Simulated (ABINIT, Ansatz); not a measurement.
# CdH2O2 (P-3m1): one start, several treatments of the self-energy, part 2 of 2

Wanted: the gap of CdH2O2 (P-3m1) under several approximations, with cost.

ABINIT 10.8.3; PBEsol and many-body steps on it, plane waves. Known limits of the many-body steps: not at the basis limit; d shell near the gap, gap tends to lie low; no spin-orbit coupling; coarse k mesh.

So far. Step 5 (G0W0, Engel-Farid plasmon pole): Against G0W0 in ABINIT (3×3×2 mesh, 49 bands, screening to 114.3 eV, Godby-Needs plasmon pole), the gap moves by −0.098 eV. Step 6 (G0W0, von der Linden-Horsch plasmon pole): Against G0W0 in ABINIT (3×3×2 mesh, 49 bands, screening to 114.3 eV, Godby-Needs plasmon pole), the gap moves by −0.113 eV.

## (7) One-shot Hartree-Fock

This step: one-shot Hartree-Fock on PBEsol, plane waves, norm-conserving pseudopotentials.

The input, run.abi:

```
acell 3*1.0 Angstrom
rprim 
  3.515525964753 0.000000000011 0.000000000000
  -1.757762982386 3.044534793135 0.000000000000
  0.000000000000 0.000000000000 4.642979290000
ntypat 3
znucl 48 1 8
natom 5
typat 1 2 2 3 3
xred 
  0.000000000000 0.000000000000 0.000000000000
  0.666666666667 0.333333333333 0.550960720000
  0.333333333333 0.666666666667 0.449039280000
  0.666666666667 0.333333333333 0.759372000000
  0.333333333333 0.666666666667 0.240628000000
pp_dirpath "pseudos"
pseudos "Cd.upf, H.upf, O.upf"
ecut 47
ngkpt 3 3 2
nshiftk 1
shiftk 0 0 0
kptopt 1
chksymbreak 0
istwfk *1
occopt 1
irdwfk 1
optdriver 4
nband 21
gwcalctyp 5
ecutsigx 47
symsigma 1
nkptgw 2
kptgw 
  0.0000000000 0.0000000000 0.5000000000
  0.0000000000 0.0000000000 0.0000000000
bdgw 
  16 19
  16 19
ixc_sigma 40
fftgw 31
indata_prefix "in"
outdata_prefix "out"
tmpdata_prefix "tmp"
```

On the command line:

```bash
OMP_NUM_THREADS=1 mpirun -n 4 abinit run.abi > log
```

Numbers of over 12 decimals in the logs are rounded to 6 here.

What it wrote:

```text
.Version 10.8.3 of ABINIT. v10.8.2 released Aug 2026.

 Symmetries : space group P-3 m 1 (#164); Bravais hP (primitive hexag.)
[... echo of the input left out ...]
== DATASET  1 ==================================================================
-   mpi_nproc: 4, omp_nthreads: 1 (-1 if OMP is not activated)

--- !DatasetInfo
iteration_state: {dtset: 1, }
dimensions: {natom: 5, nkpt: 6, mband: 21, nsppol: 1, nspinor: 1, nspden: 1, mpw: 5160, }
cutoff_energies: {ecut:  47.0, pawecutdg:  -1.0, }
[...]
Band     E0 <VxcDFT>   SigX SigC(E0)      Z dSigC/dE  Sig(E)    E-E0       E
[...]
18   4.745 -12.230  -7.885   0.000   1.000   0.000  -7.885   4.345   9.091
       19   9.234  -9.581  -4.726   0.000   1.000   0.000  -4.726   4.855  14.089

== END DATASET(S) ==============================================================
================================================================================

 -outvars: echo values of variables after computation  --------
           etotal      0.0000000000E+00
            nband          21
             nkpt           6
          spgroup         164
 [... the other variables as echoed above ...]

 Calculation completed.
```

The job ended after 2.4 s (4 MPI ranks of Arm Neoverse V2, shared host; peak memory 0.15 GiB; 9.4 s of CPU time).

Numbers from this step:

| Property | Result |
| --- | --- |
| quasiparticle gap on the points computed | 11.64 eV |
| starting gap on the mesh | 1.704 eV |
| k of the valence top | 0, 0, 0.5 |
| k of the conduction bottom | 0, 0, 0 |
| least direct quasiparticle gap on the computed points | 12.00 eV |

Against G0W0 in ABINIT (3×3×2 mesh, 49 bands, screening to 114.3 eV, Godby-Needs plasmon pole), the gap moves by +8.264 eV.

## (8) Screening, 3×3×2 mesh, 49 bands, screening to 114.3 eV

This step: RPA screening on PBEsol, plane waves, norm-conserving pseudopotentials.

Changes to run.abi since step 7:

```diff
@@ -26,16 +26,14 @@
 irdwfk 1
-optdriver 4
-nband 21
-gwcalctyp 5
-ecutsigx 47
-symsigma 1
-nkptgw 2
-kptgw 
-  0.0000000000 0.0000000000 0.5000000000
-  0.0000000000 0.0000000000 0.0000000000
-bdgw 
-  16 19
-  16 19
-ixc_sigma 40
-fftgw 31
+optdriver 3
+nband 49
+ecuteps 4.2
+inclvkb 2
+awtr 1
+symchi 1
+gwcalctyp 2
+nfreqre 16
+freqremax 40 eV
+nfreqim 8
+spmeth 1
+nomegasf 120
 indata_prefix "in"
```

What it wrote:

```text
.Version 10.8.3 of ABINIT. v10.8.2 released Aug 2026.

 Symmetries : space group P-3 m 1 (#164); Bravais hP (primitive hexag.)
[... echo of the input left out ...]
== DATASET  1 ==================================================================
-   mpi_nproc: 4, omp_nthreads: 1 (-1 if OMP is not activated)

--- !DatasetInfo
iteration_state: {dtset: 1, }
dimensions: {natom: 5, nkpt: 6, mband: 49, nsppol: 1, nspinor: 1, nspden: 1, mpw: 5160, }
cutoff_energies: {ecut:  47.0, pawecutdg:  -1.0, }
electrons: {nelect:   3.40000000E+01, charge:   0.00000000E+00, occopt:   1.00000000E+00, tsmear:   1.00000000E-02, }

 SCREENING: Calculation of the susceptibility and dielectric matrices

 Based on a program developped by R.W. Godby, V. Olevano, G. Onida, and L. Reining.
 Incorporated in ABINIT by V. Olevano, G.-M. Rignanese, and M. Torrent.
.Using double precision arithmetic ; gwpc =  8

[... cell and pseudopotentials left out ...]
--------------------------------------------------------------------------------

 ==== K-mesh for the wavefunctions ====
 Number of points in the irreducible wedge :     6
[... list of points left out ...]
 Together with 12 symmetry operations and time-reversal symmetry
 yields    18 points in the full Brillouin Zone.

 ==== Q-mesh for the screening function ====
 Number of points in the irreducible wedge :     6
[... list of points left out ...]
 Together with 12 symmetry operations and time-reversal symmetry
 yields    18 points in the full Brillouin Zone.

 setmesh: FFT mesh size selected  =    24x   24x   36
          total number of points  =        20736

 vcoul_init : cutoff-mode = AUXILIARY_FUNCTION
 q-points for optical limit:   1
     1)      0.000010    0.000020    0.000030

- screening: taking advantage of time-reversal symmetry
- Maximum band index for partially occupied states nbvw = 17
- Remaining bands to be divided among processors   nbcw = 32
- Number of bands treated by each node ~8

 Number of electrons calculated from density =   34.0000; Expected =   34.0000
 average of density, n =  0.101385
 r_s =    1.3304
 omega_plasma =   30.7145 [eV]

 calculating chi0 at frequencies [eV] :
  1    0.000000E+00    0.000000E+00
  2    2.666667E+00    0.000000E+00
  3    5.333333E+00    0.000000E+00
[...]
23    0.000000E+00    7.822436E+01
 24    0.000000E+00    1.101408E+02

--------------------------------------------------------------------------------
  q-point number  1        q = ( 0.000000, 0.000000, 0.000000) [r.l.u.]
--------------------------------------------------------------------------------
[... chi0 elements left out ...]
  [... further frequencies ...]

 No. of calculated frequencies >  15, stop printing
 For q-point:  0.000010 0.000020 0.000030
  dielectric constant =   3.9966
  dielectric constant without local fields =   4.2110

  Average fulfillment of the sum rule on Im[epsilon] for q-point    1 :     31.92  [%]
[... wings left out ...]
  q-point number  2        q = ( 0.333333, 0.000000, 0.000000) [r.l.u.]
--------------------------------------------------------------------------------
[... chi0 elements left out ...]
  [... further frequencies ...]

 No. of calculated frequencies >  15, stop printing
  Average fulfillment of the sum rule on Im[epsilon] for q-point    2 :     40.91  [%]

 [... 4 further q-points ...]
```

Elapsed: 7.3 s, on 4 MPI ranks; peak memory 0.76 GiB.

Numbers from this step:

* ε∞ with local fields, on this mesh, along the program's q direction: 3.997
* the same without local fields: 4.211
* plasma frequency: 30.71 eV
* plane waves in the screening matrix: 135

## (9) G0W0, contour deformation

This step: G0W0 on PBEsol, plane waves, norm-conserving pseudopotentials.

Changes to run.abi since step 8:

```diff
@@ -26,14 +26,16 @@
 irdwfk 1
-optdriver 3
+optdriver 4
 nband 49
+gwcalctyp 2
+ecutsigx 47
+symsigma 1
+nkptgw 2
+kptgw 
+  0.0000000000 0.0000000000 0.5000000000
+  0.0000000000 0.0000000000 0.0000000000
+bdgw 
+  16 19
+  16 19
 ecuteps 4.2
-inclvkb 2
-awtr 1
-symchi 1
-gwcalctyp 2
-nfreqre 16
-freqremax 40 eV
-nfreqim 8
-spmeth 1
-nomegasf 120
+irdscr 1
 indata_prefix "in"
```

What it wrote:

```text
.Version 10.8.3 of ABINIT. v10.8.2 released Aug 2026.

 Symmetries : space group P-3 m 1 (#164); Bravais hP (primitive hexag.)
[... echo of the input left out ...]
== DATASET  1 ==================================================================
-   mpi_nproc: 4, omp_nthreads: 1 (-1 if OMP is not activated)

--- !DatasetInfo
iteration_state: {dtset: 1, }
dimensions: {natom: 5, nkpt: 6, mband: 49, nsppol: 1, nspinor: 1, nspden: 1, mpw: 5160, }
cutoff_energies: {ecut:  47.0, pawecutdg:  -1.0, }
[...]
Band     E0 <VxcDFT>   SigX SigC(E0)      Z dSigC/dE  Sig(E)    E-E0       E
[...]
19   9.234  -9.581  -4.726  -3.379   0.818  -0.222  -8.373   1.208  10.443
       19   0.000   0.000   0.000  -0.001   0.000   0.000  -0.001  -0.001  -0.001

== END DATASET(S) ==============================================================
================================================================================

 -outvars: echo values of variables after computation  --------
           etotal      0.0000000000E+00
            nband          49
             nkpt           6
          spgroup         164
 [... the other variables as echoed above ...]

 Calculation completed.
```

It took 2.9 s on 4 MPI ranks; peak memory 0.19 GiB.

This step gave:

| Item | Value |
| --- | --- |
| G0W0 gap on the points computed | 3.328 eV |
| starting gap on the mesh | 1.704 eV |
| k of the valence top | 0, 0, 0.5 |
| k of the conduction bottom | 0, 0, 0 |
| least direct G0W0 gap on the computed points | 3.665 eV |

Against G0W0 in ABINIT (3×3×2 mesh, 49 bands, screening to 114.3 eV, Godby-Needs plasmon pole), the gap moves by −0.044 eV.

## (10) The runs together

Times are wall times on 4 MPI ranks of Arm Neoverse V2, shared host, good to a factor of about two. A run's time includes the screening step that it read.

```tsv
run	mesh	bands	screening cutoff (eV)	DFT gap (eV)	gap on the mesh (eV)	direct (eV)	ε∞ used	time
G0W0, Godby-Needs plasmon pole	3×3×2	49	114.3	1.704	3.372	3.719	3.91	9.3 s
G0W0, Engel-Farid plasmon pole	3×3×2	49	114.3	1.704	3.274	3.630	3.91	9 s
G0W0, von der Linden-Horsch plasmon pole	3×3×2	49	114.3	1.704	3.259	3.633	3.91	9 s
one-shot Hartree-Fock	3×3×2	-	-	1.704	11.636	11.996	-	2.4 s
G0W0, contour deformation	3×3×2	49	114.3	1.704	3.328	3.665	4.00	10 s
```

## (11) What came out

```yaml
g0w0_godby_needs_plasmon_pole: 3.372 eV
g0w0_engel_farid_plasmon_pole: 3.274 eV
g0w0_von_der_linden_horsch_plasmon_pole: 3.259 eV
one_shot_hartree_fock: 11.636 eV
g0w0_contour_deformation: 3.328 eV
known_limits: not at the basis limit; d shell near the gap, gap tends to lie low; no spin-orbit coupling; coarse k mesh
```

What this shows: G0W0, Engel-Farid plasmon pole: −0.098 eV against G0W0, Godby-Needs plasmon pole. G0W0, von der Linden-Horsch plasmon pole: −0.113 eV against G0W0, Godby-Needs plasmon pole. One-shot Hartree-Fock: +8.264 eV against G0W0, Godby-Needs plasmon pole. G0W0, contour deformation: −0.044 eV against G0W0, Godby-Needs plasmon pole. Bare exchange alone opens the gap to 11.64 eV; against G0W0, correlation takes back 8.26 eV. Bands and cutoff are finite, so the gap is not at the basis limit. The miss can reach some tenths of an eV and take either sign; the mesh is an error of its own. In the first G0W0 run levels were corrected at 2 k points alone, so a gap called «on the mesh» is the least over those, and an edge elsewhere would be missed. A denser mesh or path gives a starting gap of 1.64 eV: the GW mesh misses a band edge, so its gaps are not the fundamental one. The 3×3×2 mesh is coarse for this cell, which bears on the long-range parts of exchange and screening. A d shell, filled or nearly so, lies near the gap. One-shot GW converges very slowly in bands there, not always from below, and on a semilocal start the gap tends to come out low; starts rich in exact exchange can overshoot instead. The many-body steps are scalar-relativistic: spin-orbit coupling is not in them.

[Paths, hosts, dates, memory and timing lines, banners, echoed tables and standing remarks are left out of the program output.]

[Logs are printed without paths, hosts, clocks, repeated set-up lines and the standing remarks that a program may print on its own settings, such as how far it seeks lower states.]

[Runs of the session that timed out or met a known fault of the program may be left out.]

[No measured gap is set beside runs whose start may be inverted or whose files or cutoffs have a known fault.]

[Hosts, paths, dates, database ids (printed as entryN), source tags and the programs' standing remarks are cut or masked in the printed files.]

[G0W0 gaps are taken among the corrected bands and points alone; a level outside them can change the order at an edge.]

[Where Ansatz stands beside ABINIT at settings called matched, ABINIT's density can come from a denser mesh and the files from another edition; pairs whose starting gaps differed by over 0.03 eV were left out, so agreement reads better than it is.]
